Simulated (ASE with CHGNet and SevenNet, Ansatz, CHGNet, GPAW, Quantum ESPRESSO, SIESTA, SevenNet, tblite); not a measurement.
## Running amorphous Si0.9Ge0.1 (71 atoms) with machine-learned potentials

Aim: run amorphous Si0.9Ge0.1 (71 atoms) in machine-learned potentials and see how near its forces come to a plane-wave reference, and at what cost.

Calculated with ASE with CHGNet and SevenNet; the method is named at each step.

## (1) Starting point

The cell holds 71 atoms: 64 Si and 7 Ge. Its edges and angles: a = 11.462 Å, b = 11.462 Å, c = 11.462 Å, α = 90.0°, β = 90.0°, γ = 90.0°. 71 atoms (64 Si, 7 Ge) placed at random at 2.54 g/cm³, melted at 3500 K for 10 ps at fixed volume with the Tersoff potential (Tersoff, Phys. Rev. B 39, 5566 (1989)). Quenched from 3500 K to 300 K at 100 K/ps and fixed volume, held 5 ps. Then every atom was moved at random, 0.02 Å r.m.s. a Cartesian component.

The yardstick, on the same geometry:

| Item | Value |
| --- | --- |
| method | Kohn-Sham DFT, PBE, PAW, plane waves (Ansatz 0.2.0); cutoff 420 eV, Γ point, fermi-dirac smearing of 0.05 eV; PAW set soft_2 |
| r.m.s. force component | 0.5001 eV/Å |
| longest force | 2.096 eV/Å |
| pressure | -1.412 GPa |
| SCF cycles | 9 |
| time | 12 s on 4 threads of Arm Neoverse V2, shared host |
| CPU time | 46 s |

## (2) CHGNet r2SCAN potential

Method: machine-learned interatomic potential CHGNet r2SCAN, trained on r2SCAN plane-wave data.

File run.py:

```python
import numpy as np
from ase.io import read
import mlip  # loads the published weights by name

atoms = read("structure.xyz")
atoms.calc = mlip.calc("chgnet-r2scan")
energy = atoms.get_potential_energy()
forces = atoms.get_forces()
print(f"energy {energy:.6f} eV")
print("forces (eV/A)")
for i, (a, f) in enumerate(zip(atoms, forces)):
    print(f"{i:4d} {a.symbol:2s} {f[0]:10.5f} {f[1]:10.5f} {f[2]:10.5f}")
stress = -atoms.get_stress(voigt=False) * 160.21766
print("stress (GPa, compression positive)")
for row in stress:
    print(" ".join(f"{x:10.4f}" for x in row))
```

File structure.xyz:

```xyz
71
Lattice="11.46160 0.00000 0.00000 0.00000 11.46160 0.00000 0.00000 0.00000 11.46160" Properties=species:S:1:pos:R:3 pbc="T T T"
Si 0.26419 7.62483 10.10707
Si 5.58879 8.71953 5.85183
Si 0.77973 3.85545 2.55869
Si 6.87719 6.43855 10.51304
Si 8.54611 6.25746 5.95396
Si 5.73791 9.08011 1.34869
Si 6.72326 11.14297 0.46844
Si 3.71883 7.12224 5.56403
Si 3.05406 5.48587 0.00115
Si 5.60232 5.83991 3.02838
Si 10.33401 10.57035 7.41600
Si 2.87308 2.75182 2.78333
Si 2.25851 1.10799 1.03200
Si 0.57572 1.52863 4.98568
Si 7.93899 2.76396 10.68634
Si 9.32779 9.56264 1.94377
Si 4.95416 2.43914 5.78180
Si 6.60303 5.09067 5.06121
Si 1.48439 10.78399 4.79141
Si 5.83522 2.93085 0.22385
Si 10.90823 1.43041 7.13038
Si 1.34720 10.74216 9.39977
Si 0.53938 2.35822 11.25770
Si 9.80276 1.87638 0.48070
Si 3.34243 6.92235 3.24845
Si 3.85752 4.10348 8.51562
Si 9.13008 10.99706 0.05834
Si 7.01140 6.94252 1.47717
Si 10.39177 7.12121 4.39678
Si 3.67505 10.66215 3.64685
Si 4.58968 1.35063 3.52490
Si 1.07051 5.94421 3.80491
Si 4.63255 4.85594 6.28313
Si 5.83281 9.69984 3.77121
Si 0.88346 4.67920 0.34786
Si 5.39165 1.07143 7.73681
Si 8.69099 5.02385 10.34432
Si 10.48519 6.11878 0.07164
Si 1.01871 1.75958 8.99472
Si 8.69110 10.88050 9.14361
Si 9.21215 5.02190 7.97911
Si 8.26290 1.59935 3.72353
Si 5.03795 4.85124 10.32037
Si 0.40505 7.07742 6.44222
Si 6.42893 1.42376 2.17598
Si 1.98148 5.20425 5.97952
Si 5.25434 8.48376 10.43567
Si 4.36469 0.79337 11.17873
Si 0.64231 9.03415 7.94220
Si 7.66242 8.18851 6.77507
Si 3.31424 8.93902 1.94423
Si 9.35324 7.04556 2.03111
Si 2.58872 2.93807 5.29090
Si 1.30616 10.35475 1.77105
Si 1.49620 4.14165 8.38061
Si 7.69085 1.36473 8.56629
[... 11 atom lines left out ...]
Ge 3.53499 10.10902 9.86282
Ge 10.48381 2.12555 2.96500
Ge 4.37157 4.22738 1.72944
Ge 8.14691 10.59579 3.90520
```

Command:

```
OMP_NUM_THREADS=1 python run.py > output.txt
```

What it wrote:

```text
CHGNet vr2scan initialized with 412,525 parameters
CHGNet will run on cpu
energy -636.256653 eV
forces (eV/A)
   0 Si   -0.06128    0.00593    0.06823
   1 Si   -0.46120   -0.06167    0.30994
   2 Si    0.06704    0.73311    0.27638
   3 Si   -0.29763    0.26726    0.40726
   4 Si   -0.23483   -0.20026    0.01956
   5 Si    0.26140   -0.06729    0.03862
   6 Si   -0.47441   -0.10446    0.53047
   7 Si    0.09262    0.46635    0.16344
   8 Si    0.29554    0.17544    0.29664
   9 Si   -0.24946   -0.08952   -0.35188
  10 Si   -0.16742    0.01033   -0.06936
  11 Si   -0.19361   -0.09678   -0.07962
  12 Si   -0.08320   -0.04540    0.22321
  13 Si    0.26749   -0.24396    0.57262
  14 Si    0.32657    0.01334   -0.04661
  15 Si    0.13445   -0.30947    0.32289
  16 Si    0.40097   -0.53150   -0.35198
  17 Si    0.61445   -0.26087   -0.00715
  18 Si    0.54214   -0.48875   -0.10790
  19 Si   -0.16671   -0.36225    0.14068
  20 Si    0.47284   -0.08566   -0.31054
  21 Si   -0.48150    0.14956    0.04164
  22 Si    0.07371   -0.19791   -0.31684
  23 Si   -0.08734   -0.61458   -0.25599
[...]
63 Si   -0.15506    0.39922   -0.13931
  64 Ge    0.50865   -0.03858   -0.37218
  65 Ge    0.04171   -0.34845   -0.12115
  66 Ge    0.09621   -0.05261    0.28745
  67 Ge    0.70782   -0.04996    0.11443
  68 Ge    0.05161    0.04277    0.18088
  69 Ge    0.16351    0.44153   -0.01568
  70 Ge    0.18099   -0.05862   -0.00986
stress (GPa, compression positive)
   -4.1341    -0.1035    -0.2680
   -0.1035    -3.2027    -0.1486
   -0.2680    -0.1486    -2.9703
```

Elapsed: 3.8 s, on 1 thread of Arm Neoverse V2, shared host; peak memory 0.68 GiB.

Banners, paths, timers and routine set-up lines are dropped from the logs unmarked, and long logs keep their key lines alone; longer cuts are marked.

Numbers from this run, and their distance from the reference:

```
r.m.s. force component                  : 0.3155 eV/Å
r.m.s. difference of force components   : 313.7 meV/Å
longest difference of force vectors     : 992.8 meV/Å
force difference over r.m.s. force      : 62.73 %
slope of forces against the reference's : 0.5023
correlation of force components         : 0.7962
pressure                                : -3.436 GPa
pressure difference                     : -2.024 GPa
```

Length of the force difference by element (eV/Å):

```csv
element,atoms,mean,most
Ge,7,0.44,0.69
Si,64,0.52,0.99
```

A closer look about Si40, which bears the longest force: 10 atoms, nearest first, numbered in the order of the input, with positions taken from that point.

```csv
atom,x,y,z,distance (Å),bonds,Fx,Fy,Fz (eV/Å)
Si40,0.00,0.00,0.00,0.00,4,-0.07,-1.39,0.25
Si56,-1.00,1.95,-0.58,2.26,4,-0.77,0.71,0.70
Si11,1.64,-0.31,-1.73,2.40,4,-0.17,0.01,-0.07
Si27,0.44,0.12,2.38,2.42,5,0.39,0.41,-0.01
Si64,-1.20,-2.29,0.01,2.58,4,-0.16,0.40,-0.14
Si7,-1.97,0.26,2.79,3.42,4,-0.47,-0.10,0.53
Ge67,2.70,-0.91,2.08,3.53,4,0.10,-0.05,0.29
Si21,2.22,2.01,-2.01,3.61,4,0.47,-0.09,-0.31
Si50,-1.03,-2.69,-2.37,3.73,4,0.06,0.08,0.23
Si15,-0.75,3.35,1.54,3.76,4,0.33,0.01,-0.05
```

Atoms are counted from 1 here, from 0 in the log.

Forces lie 63 % from the reference's, at 0.077 times its CPU time (on 1 against 4 cores).

## (3) SevenNet l3i5 potential

Method: machine-learned interatomic potential SevenNet l3i5, trained on PBE(+U) plane-wave data.

Changes to run.py since step 2:

```diff
@@ -5,3 +5,3 @@
 atoms = read("structure.xyz")
-atoms.calc = mlip.calc("chgnet-r2scan")
+atoms.calc = mlip.calc("7net-l3i5")
 energy = atoms.get_potential_energy()
```

structure.xyz is that of step 2.

What it wrote:

```text
energy -354.989136 eV
forces (eV/A)
   0 Si    0.07997    0.28682   -0.03020
   1 Si   -0.36172   -0.20084    0.34661
   2 Si   -0.24303    0.74148    0.27294
   3 Si   -0.62705   -0.01216    0.56407
   4 Si   -0.03492   -0.71351    0.01395
   5 Si    0.15292   -0.26080    0.06081
   6 Si   -0.65787    0.19290    0.38866
   7 Si   -0.05616    0.57574    0.33816
   8 Si    0.33314    0.11520    0.23694
   9 Si   -0.08189    0.06890   -0.00214
  10 Si   -0.09481   -0.06266   -0.02853
  11 Si   -0.56219   -0.47196    0.20959
  12 Si   -0.11479    0.01265    0.27987
  13 Si    0.30877   -0.10653    0.47872
  14 Si    0.39616   -0.07444   -0.09978
  15 Si    0.25953   -0.31703    0.79863
  16 Si    0.32936   -0.63613   -0.17122
  17 Si    0.81616   -0.10202   -0.00797
  18 Si    0.42415   -0.61157   -0.09397
  19 Si   -0.39235   -0.64232    0.10824
  20 Si    0.45109   -0.11358   -0.29072
  21 Si   -0.73672    0.60497   -0.18285
  22 Si    0.21018   -0.01430   -0.35526
  23 Si   -0.11144   -0.91514    0.15706
[...]
63 Si   -0.39031    0.30430    0.05683
  64 Ge    0.74642   -0.24579   -0.17849
  65 Ge   -0.02367   -0.12245   -0.06519
  66 Ge    0.37078   -0.48431   -0.07010
  67 Ge    0.75631    0.48497    0.24679
  68 Ge    0.34076    0.01008   -0.27347
  69 Ge    0.07506    0.32548   -0.25038
  70 Ge   -0.10340   -0.21111   -0.10866
stress (GPa, compression positive)
   -2.6847    -0.5333    -0.3782
   -0.5333    -1.7567    -0.0894
   -0.3782    -0.0894    -2.0994
```

Run time: 8.8 s. Hardware: 1 thread; peak memory 1 GiB.

Compared with the plane-wave run:

```yaml
r_m_s_force_component: 0.394 eV/Å
r_m_s_difference_of_force_components: 210.2 meV/Å
longest_difference_of_force_vectors: 789.3 meV/Å
force_difference_over_r_m_s_force: 42.02 %
slope_of_forces_against_the_reference_s: 0.7221
correlation_of_force_components: 0.9165
pressure: -2.18 GPa
pressure_difference: -0.7684 GPa
```

Against the first run (63 %), the force difference from the reference is 42 %, at 2.4 times the CPU time.

## (4) CHGNet 0.3.0 potential

Method: machine-learned interatomic potential CHGNet 0.3.0, trained on PBE(+U) plane-wave data.

Changes to run.py since step 3:

```diff
@@ -5,3 +5,3 @@
 atoms = read("structure.xyz")
-atoms.calc = mlip.calc("7net-l3i5")
+atoms.calc = mlip.calc("chgnet-0.3.0")
 energy = atoms.get_potential_energy()
```

structure.xyz is that of step 3.

What it wrote:

```text
CHGNet v0.3.0 initialized with 412,525 parameters
CHGNet will run on cpu
energy -356.959290 eV
forces (eV/A)
   0 Si    0.04929   -0.01453   -0.04560
   1 Si   -0.31532   -0.18815    0.27046
   2 Si   -0.01451    0.60130    0.22970
   3 Si   -0.28677    0.10248    0.36994
   4 Si   -0.17652   -0.55479    0.07139
   5 Si    0.23743   -0.07859    0.01695
   6 Si   -0.35548   -0.02431    0.37195
   7 Si    0.02253    0.23682    0.12192
   8 Si    0.25106   -0.01338    0.20719
   9 Si   -0.16831    0.12376   -0.18784
  10 Si   -0.09440   -0.00214   -0.03564
  11 Si   -0.44571   -0.25762    0.06218
  12 Si   -0.05160   -0.01915    0.08220
  13 Si    0.15925   -0.16661    0.37074
  14 Si    0.39500   -0.00088   -0.04480
  15 Si    0.13606   -0.31925    0.35900
  16 Si    0.16341   -0.37164   -0.19097
  17 Si    0.61082   -0.10626   -0.11067
  18 Si    0.30944   -0.26814   -0.04953
  19 Si   -0.18031   -0.35504    0.04151
  20 Si    0.30007   -0.08220   -0.25938
  21 Si   -0.48217    0.43208   -0.03034
  22 Si    0.08673   -0.16639   -0.19203
  23 Si   -0.17939   -0.39565   -0.12679
[...]
63 Si   -0.13906    0.28803   -0.13134
  64 Ge    0.50516   -0.00368   -0.29800
  65 Ge   -0.07273   -0.06983   -0.20167
  66 Ge   -0.00534   -0.16124    0.09835
  67 Ge    0.69251    0.11516    0.27255
  68 Ge    0.15982    0.01838    0.09801
  69 Ge    0.20615    0.33635    0.01100
  70 Ge    0.09279    0.02116   -0.08761
stress (GPa, compression positive)
   -2.1230    -0.1749    -0.2739
   -0.1749    -1.4802    -0.0673
   -0.2739    -0.0673    -1.4769
```

Wall time 3.1 s (1 thread); peak memory 0.69 GiB.

Numbers from this run, and their distance from the reference:

- r.m.s. force component: 0.2702 eV/Å
- r.m.s. difference of force components: 300.7 meV/Å
- longest difference of force vectors: 1196 meV/Å
- force difference over r.m.s. force: 60.12 %
- slope of forces against the reference's: 0.4653
- correlation of force components: 0.8611
- pressure: -1.693 GPa
- pressure difference: -0.2815 GPa

Against the first run (63 %), the force difference from the reference is 60 %, at 0.87 times the CPU time.

## (5) Side by side

Differences are against the plane-wave reference, forces as r.m.s. over components; share is that over the reference's r.m.s. force, slope the least-squares factor from reference forces to these. Total energies of different programs have different zeros and aren't compared.

```csv
run,"Δ force, r.m.s. (meV/Å)",share (%),slope,Δ pressure (GPa),cores,CPU time,memory (GiB)
reference,-,-,-,-,4,46 s,1.5
CHGNet r2SCAN potential,314,62.7,0.502,-2.02,1,3.5 s,0.68
SevenNet l3i5 potential,210,42.0,0.722,-0.768,1,8.5 s,1.0
CHGNet 0.3.0 potential,301,60.1,0.465,-0.281,1,3.1 s,0.69
```

Times of the machine-learned potentials are mostly Python's start and the loading of weights.

CPU time is summed over cores on a shared host, where runs went side by side, so it is rough. Symmetry, cutoffs, thresholds, outputs and thread counts weren't matched or tuned between programs; memory under MPI is the largest rank's times the ranks.

A second geometry, displaced anew (every atom was moved at random, 0.06 Å r.m.s. a Cartesian component), gives an energy difference that all programs can be tested on. The reference puts it at 36.33 meV/atom.

```csv
run,energy less the first geometry's (meV/atom),error (meV/atom),force share at the second geometry (%)
CHGNet r2SCAN potential,25.34,-11.0,48.3
SevenNet l3i5 potential,30.05,-6.28,28.1
CHGNet 0.3.0 potential,25.50,-10.8,40.2
```

## (6) Summary of results

| Property | Result |
| --- | --- |
| nearest in forces | SevenNet l3i5 potential, 42 % |
| its CPU time | 8.5 s |

What this shows: Machine-learned potentials differ by 42 % (SevenNet l3i5 potential) to 63 % (CHGNet r2SCAN potential); they were trained on other programs' data, some at another functional. Among those trained on PBE data the slope goes as low as 0.47, with a correlation of 0.86, so directions differ as well as sizes. The energy difference between the two geometries, 36.3 meV/atom in the reference, is met best by SevenNet l3i5 potential (-6.28) and worst by CHGNet r2SCAN potential (-11) and CHGNet 0.3.0 potential (-10.8). Machine-learned potentials mimic data converged in k, so the reference's own k-point error enters their differences. The quench rate of 100 K/ps is many orders above laboratory rates, so the cell is likely richer in defects and strain than a real sample. The network of bonds at the start is that of the classical potential that made the cell, and needn't be the one that DFT or experiment would give. The electronic-structure runs sample only Γ, in a cell whose shortest periodic width is 11 Å, which is coarse for a cell with partly filled levels.

[Also dropped from logs without a mark: logging warnings of Python, and SIESTA's first energy breakdown and zero terms.]

[Logs are printed without paths, hosts, clocks, repeated set-up lines and the standing remarks that a program may print on its own settings, such as how far it seeks lower states.]

[Hosts, paths, dates, database ids (printed as entryN), source tags and the programs' standing remarks are cut or masked in the printed files.]
